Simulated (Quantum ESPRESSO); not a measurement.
Records of electronic-structure calculations.

**Ba2Fe2Se2OF2: which magnetic order is lowest**

The structure is tetragonal, space group I4/mmm (No. 139). Conventional cell: a = 4.195 Å, b = 4.195 Å, c = 19.522 Å, α = 90.00°, β = 90.00°, γ = 90.00°. Nearest to Ba lie 4 F at 2.62 Å and 1 O at 3.31 Å and 4 Se at 3.35 Å. Fe has 2 O at 2.10 Å and 4 Se at 2.73 Å nearest. Nearest to Se lie 4 Fe at 2.73 Å and 4 Ba at 3.35 Å. Nearest to O lie 4 Fe at 2.10 Å and 2 Ba at 3.31 Å. Nearest to F lie 4 Ba at 2.62 Å. Farther neighbours and most contacts between anions are not listed.

```
method                  : PBEsol with U = 4.5 eV on Fe d (ortho-atomic projectors); plane waves with GBRV 1.5 PBEsol potentials, no spin-orbit coupling, projections on orthogonalised atomic orbitals (and 2 further levels or steps)
program                 : Quantum ESPRESSO 7.5
settings of one run     : GBRV 1.5 PBEsol, cutoff 544.23 eV, 6×6×6 k-mesh, 59 bands, fermi-dirac occupations, smearing width 0.05 eV, collinear spin, SCF threshold 1.80e-8, Hubbard form dudarev, Hubbard projectors ortho-atomic, starting moments 0 0 4 -4 0 0 0 0 0 μB
cost                    : 4 runs, 44 min in all on 4 MPI ranks of Intel Xeon Platinum 8488C (Sapphire Rapids), shared host (the runs of this entry)
lowest state found      : antiferromagnetic (from antiferro +-)
largest site moment     : 3.38 μB
next state with moments : ferromagnetic, 35.9 meV a seeded atom higher
```

The largest moment reads 3.38 μB in the sphere and 3.77 μB by Löwdin projection; a site moment hangs on how space is shared out. This is the lowest of 2 collinear or spinless starts, no proof of the ground state.

[Logs and program files are shortened in this print: banners, set-up blocks, solver, clock and traceback lines can be left out without a mark of their own.]

[Logs are printed without paths, hosts, clocks, repeated set-up lines and the standing remarks that a program may print on its own settings, such as how far it seeks lower states.]

[Hosts, paths, dates, database ids (printed as entryN), source tags and the programs' standing remarks are cut or masked in the printed files.]

[Where a cell is said to come from a database of computed structures, the database is the Materials Project.]
